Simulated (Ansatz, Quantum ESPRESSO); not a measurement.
# CaBe3 (Pm-3m): zone-centre phonons, part 3 of 3

Which modes does CaBe3 (Pm-3m) have at the zone centre?

Quantum ESPRESSO 7.5; DFT PBEsol, scalar-relativistic, plane waves, PseudoDojo norm-conserving pseudopotentials.

So far, highest optical zone-centre mode (no LO-TO term) (cm⁻¹): step 7 (modes with the sum rule) 408; step 8 (without ASR) 409; step 9 (ASR crystal) 407.

The structure was built from a prototype and need not be the compound's stable phase.

**10. Cross-check with Ansatz**

A second program on the same cell, potentials, cutoff and meshes tests the implementation of the phonon response, not its convergence. Its k mesh is centred on Γ.

This step: DFT PBEsol, scalar-relativistic, plane waves, PseudoDojo norm-conserving pseudopotentials (Ansatz 0.2.0).

Contents of input.yaml:

```yaml
crystal:
  lattice:
    - [3.935445389, 0.0, 0.0]
    - [0.0, 3.935445389, 0.0]
    - [0.0, 0.0, 3.935445389]
  atoms:
    - { symbol: Ca, position: [0.0, 0.0, 0.0] }
    - { symbol: Be, position: [0.0, 0.5, 0.5] }
    - { symbol: Be, position: [0.5, 0.0, 0.5] }
    - { symbol: Be, position: [0.5, 0.5, 0.0] }
kpoints:
  mp_grid: { grid: [8, 8, 8] }
hamiltonian:
  xc: pbesol
  pseudopotentials: { kind: nc, accuracy: standard }
scf:
  occupations: { method: cold, width: 0.27211 }
output:
  eigenvalues: true
basis:
  ecutwfc: 1034.033
phonons:
  method: dfpt
```

Started as:

```sh
$ ansatz run input.yaml --threads 4 --pin off --max-ram 8192MiB --backend cpu --events-out ev --progress --plain --runs-dir out
```

Numbers of over 12 decimals in the logs are rounded to 6 here.

Output:

```text
Warning: basis.ecutwfc = 1034.033 eV is below the records' recommended 1197.300995 eV, and the density's cutoff is lower with it unless basis.ecutrho_ratio is high enough to keep the records' density cutoff: compare with a run at a higher cutoff
zone centre: on kpoints.mp_grid the ground state, and the responses unless they are solved on pairs of k-points, stand on 125 of the mesh's 512 k-points, reduced under 8 symmetry operations, with k and −k counted as one. Each operation leaves every solved displacement unchanged or reverses it
Engine: ansatz 0.2.0, aarch64-unknown-linux-gnu
Pseudopotentials: kind: nc
Pseudopotential: Ca, nc, valence charge 10, recommended cutoff 925.187132 eV (normal), Ca.nc.azcp (PseudoDojo's, or run here from an input of PseudoDojo's; its table is named by hamiltonian.pseudopotentials.accuracy)
Pseudopotential: Be, nc, valence charge 4, recommended cutoff 1197.300995 eV (normal), Be.nc.azcp (PseudoDojo's, or run here from an input of PseudoDojo's; its table is named by hamiltonian.pseudopotentials.accuracy)
Functional definition: PBEsol
  exchange = pbesol_x
  correlation = pbesol_c
Crystal: 4 atoms, lattice volume = 60.951 Å³
Basis set: ecut = 1034.033 eV, 4625 PW (Γ), exchange–correlation on 90×90×90 points (8 copies of the dense FFT grid, shifted against one another)
Bands: 15, of which v1, the nominal top of the filled ones, is band 11 counted from 1 (10 counted from 0)
Symmetry: 48 space group operations
k-points: 125 of 512 (irreducible under 8 space group operations)
Non-local potential: Ca, projectors of the file, l = 0: 2, l = 1: 2, l = 2: 2
Non-local potential: Be, projectors of the file, l = 0: 2, l = 1: 2
Initial density: superposition of atomic densities (chi_scale 0.1, normalization cell, long waves kept (reshape's long-wave potential 0.00 eV rms))
Initial wavefunctions: pseudopotential atomic-orbital guess
Functional: x = pbesol(κ = 0.804, μ = 0.123457), c = pbesol(β = 0.046)
SCF iter   1: F=—  HF=-2182.033470 eV  |F-HF|=—  |Δ(HF+E_count)|=         —  Δρ=3.64e-2  dr2=9.62e-1  ethr=3.10e-3  ⟨swp⟩=8.5  Hψ=14557  notcnv=0
preconditioner: auto → Kerker (q_TF=auto, 2.302 Å⁻¹)  [metal: Δε(μ)=0.024 eV  Ē_g=4.626 eV  σ=0.272 eV  W_gap=0.06  n_scr=18 (ndim 8)  ℏωp=13.5 eV  f_vac=0.000  D(μ)=2.30/eV (n_scr^D=18)]
SCF iter   2: F=—  HF=-2181.790900 eV  |F-HF|=—  |Δ(HF+E_count)|=   2.43e-1  S|Δr|=    0.00e0  Δρ=1.84e-2  dr2=3.22e-1  ethr=3.10e-3  ⟨swp⟩=1.9  Hψ=3040  notcnv=0
SCF iter   3: F=—  HF=-2181.677133 eV  |F-HF|=—  |Δ(HF+E_count)|=   1.14e-1  S|Δr|=    0.00e0  Δρ=2.61e-3  dr2=3.48e-3  ethr=1.46e-3  ⟨swp⟩=2.7  Hψ=3001  notcnv=0
SCF iter   4: F=—  HF=-2181.676815 eV  |F-HF|=—  |Δ(HF+E_count)|=   3.19e-4  S|Δr|=    0.00e0  Δρ=5.13e-4  dr2=1.63e-4  ethr=1.58e-5  ⟨swp⟩=2.0  Hψ=2896  notcnv=0
SCF iter   5: F=—  HF=-2181.676802 eV  |F-HF|=—  |Δ(HF+E_count)|=   1.24e-5  S|Δr|=    0.00e0  Δρ=9.96e-5  dr2=2.64e-6  ethr=7.41e-7  ⟨swp⟩=2.0  Hψ=2406  notcnv=0
SCF iter   6: F=—  HF=-2181.676768 eV  |F-HF|=—  |Δ(HF+E_count)|=   3.39e-5  S|Δr|=    0.00e0  Δρ=1.38e-5  dr2=1.40e-7  ethr=1.20e-8  ⟨swp⟩=2.4  Hψ=2950  notcnv=0
SCF iter   7: F=—  HF=-2181.676768 eV  |F-HF|=—  |Δ(HF+E_count)|=   2.57e-8  S|Δr|=    0.00e0  Δρ=2.62e-6  dr2=3.28e-9  ethr=6.38e-10  ⟨swp⟩=2.3  Hψ=2627  notcnv=0
SCF iter   8: F=—  HF=-2181.676768 eV  |F-HF|=—  |Δ(HF+E_count)|=  2.18e-10  S|Δr|=    0.00e0  Δρ=6.86e-7  dr2=2.02e-10  ethr=1.49e-11  ⟨swp⟩=2.0  Hψ=2642  notcnv=0
SCF iter   9: F=-2181.676768 eV  HF=-2181.676768 eV  |F-HF|=9.09e-13  |Δ(HF+E_count)|=  4.82e-11  S|Δr|=    0.00e0  Δρ=8.69e-8  dr2=3.30e-12  ethr=1.00e-12  ⟨swp⟩=7.7  Hψ=12598  notcnv=0
SCF 1 converged in 9 iterations: F = -2181.676768 eV  dr2 = 3.30e-12
DFPT response loops at Γ: preconditioner auto → Kerker (q_TF=auto, 2.302 Å⁻¹) (partly filled bands, converged f_vac=0.000); β = 1.00, the filter's whole step (`scf.mixing.beta` (0.50) is not read by the response loops under this deck's `scf.mixing.preconditioner`; to damp them name `kerker` or `kerker_dos`, under which they read `scf.mixing.beta`, and type it under 1.00, their step now; both keys bind the ground state too); Broyden in place of MSR1
SCF converged after 9 iterations
Stability not checked: this state was not tested for a lower state beside it, because cold or Methfessel-Paxton smearing, or corrected tetrahedra, fill the levels in a way that the test cannot read (fill_not_monotonic; see scf.lower_state_search)
Free energy (F): -2181.676768 eV
Harris-Foulkes:  -2181.676768 eV  (|F-HF|=9.09e-13)
Internal energy: -2181.687984 eV  (E = F + TS)
E sigma→0 (E₀):  -2181.680507 eV
Entropy (-TS):   0.011215 eV (2.804 meV/atom)
Fermi energy:    6.152571 eV
Step filling:    the computed levels leave a gap of 0.0000 eV = 0.0 smearing widths at the electron count; against every level under it full and every level over it empty, smearing changes F+E_penalty+E_count by +5.529 meV and its σ→0 estimate by +1.790 meV
--- Per-component energies (eV) ---
  E_band       = -683.746819
  E_kinetic    = 1066.848445
  E_local      = -1406.546195  (includes V_loc(G=0)·N_el)
  E_nonlocal   = -746.205197
  E_hartree    = 419.064188
  E_xc         = -388.534231
  E_vxc        = -435.972270  (∫ρ·V_xc dr)
  E_ewald      = -1126.314995
  E_smearing   = 0.011215  (= −TS)
  E_closure    = 0.000000  (closes the sum)
  Σ components = -2181.676768   (vs F -2181.676768, Δ=0.00e0)
--- Band table (eV; the first three rows and the last of 125) ---
  k-point 0: bands = [... 7 lower, -0.8082, 6.3271, 6.3271, 6.3452, 6.3452, 6.3452, 10.9103, 10.9103]
  k-point 1: bands = [... 7 lower, -0.6615, 5.0681, 6.3579, 6.3579, 6.3705, 7.4561, 10.3526, 10.3526]
  k-point 2: bands = [... 7 lower, -0.2313, 3.7449, 6.3776, 6.3776, 6.4830, 8.5297, 9.7713, 9.7713]
  k-point 124: bands = [... 7 lower, 3.8641, 4.4723, 4.4723, 4.4723, 5.3610, 5.3610, 5.3610, 11.8694]
--- Phonons (Γ-DFPT): 3 representative perturbations + reference, on 125 of 512 k-points (Σ response iterations 11) ---
  k mesh reduced under 8 symmetry operations, with k and −k counted as one. Each operation leaves every solved displacement unchanged or reverses it
  ASR residual: 5.350e-5 → 0.000e0 eV/Å²; symmetrization residual: 1.212e-6 eV/Å²
  ASR residual per site (eV/Å²): 2.25e-5 5.35e-5 5.35e-5 5.35e-5
  Γ frequencies (cm⁻¹): -259.59 -259.59 -259.59 0.00 0.00 0.00 366.46 366.46 366.46 408.22 408.22 408.22
  non-analytic LO–TO correction: not included (Born effective charges unavailable; polar crystals: no LO–TO splitting at Γ)
```

It took 31 s on 4 threads of Arm Neoverse V2, shared host; peak memory 1.4 GiB.

Read from the output:

* sum-rule residual before enforcement: 5.35e-5 eV/Å²
* highest optical zone-centre mode (no LO-TO term): 408.2 cm⁻¹
* lowest optical zone-centre mode: -259.6 cm⁻¹

**11. Side by side: QE PseudoDojo and Ansatz, PseudoDojo**

Worked out from the results:

```yaml
root_mean_square_difference: 0.1 cm⁻¹
largest_difference: 0.12 cm⁻¹
```

Frequencies side by side, by row:

```csv
q (reciprocal lattice),mode,QE PseudoDojo (cm⁻¹),"Ansatz, PseudoDojo (cm⁻¹)"
0 0 0,1,-259.7,-259.6
0 0 0,2,-259.7,-259.6
0 0 0,3,-259.7,-259.6
0 0 0,4,0,0
0 0 0,5,0,0
0 0 0,6,0,0
0 0 0,7,366.3,366.5
0 0 0,8,366.3,366.5
0 0 0,9,366.3,366.5
0 0 0,10,408.2,408.2
0 0 0,11,408.2,408.2
0 0 0,12,408.2,408.2
```

At the zone centre the largest difference (acoustic modes at Γ apart) is 0.03 % of the highest mode.

**12. Summary of results**

```json
{
 "space group after relaxation": "Pm-3m",
 "volume per atom": "15.2 Å³",
 "highest optical zone-centre mode (no LO-TO term)": "408.2 cm⁻¹",
 "lowest optical zone-centre mode": "-259.7 cm⁻¹",
 "imaginary optical modes at the zone centre (no q mesh in this session)": "yes",
 "largest difference from Ansatz, PseudoDojo": "0.12 cm⁻¹"
}
```

At the PBEsol level the optical modes of CaBe3 (Pm-3m) at the zone centre run from 260i to 408 cm⁻¹, so the structure is a saddle point, with 3 modes beyond 10i cm⁻¹ there. Of the 9 optical modes, 6 are infrared active alone and 3 are silent. QE PseudoDojo and Ansatz, PseudoDojo agree to 0.12 cm⁻¹ (0.03 % of the highest mode compared) on all solved modes but the acoustic ones at Γ, without the LO-TO term. These are harmonic frequencies at zero temperature: anharmonic shifts and linewidths and thermal expansion are left out. In a metal the frequencies hang on the k mesh and the smearing, most of all near Kohn anomalies. The relaxation ran at 76 Ry, under the 88 Ry recommended for these files; the stress of so short a basis can leave the cell about one per cent too small. Ansatz warns that the cutoff lies 14 % under the one recommended for these files; agreement at one cutoff is not convergence. The structure is a hypothetical one, built on a prototype.

[Host names and launcher messages were left out of these logs when they were recorded.]

[Logs are printed without paths, hosts, clocks, repeated set-up lines and the standing remarks that a program may print on its own settings, such as how far it seeks lower states.]

[Hosts, paths, dates, database ids (printed as entryN), source tags and the programs' standing remarks are cut or masked in the printed files.]
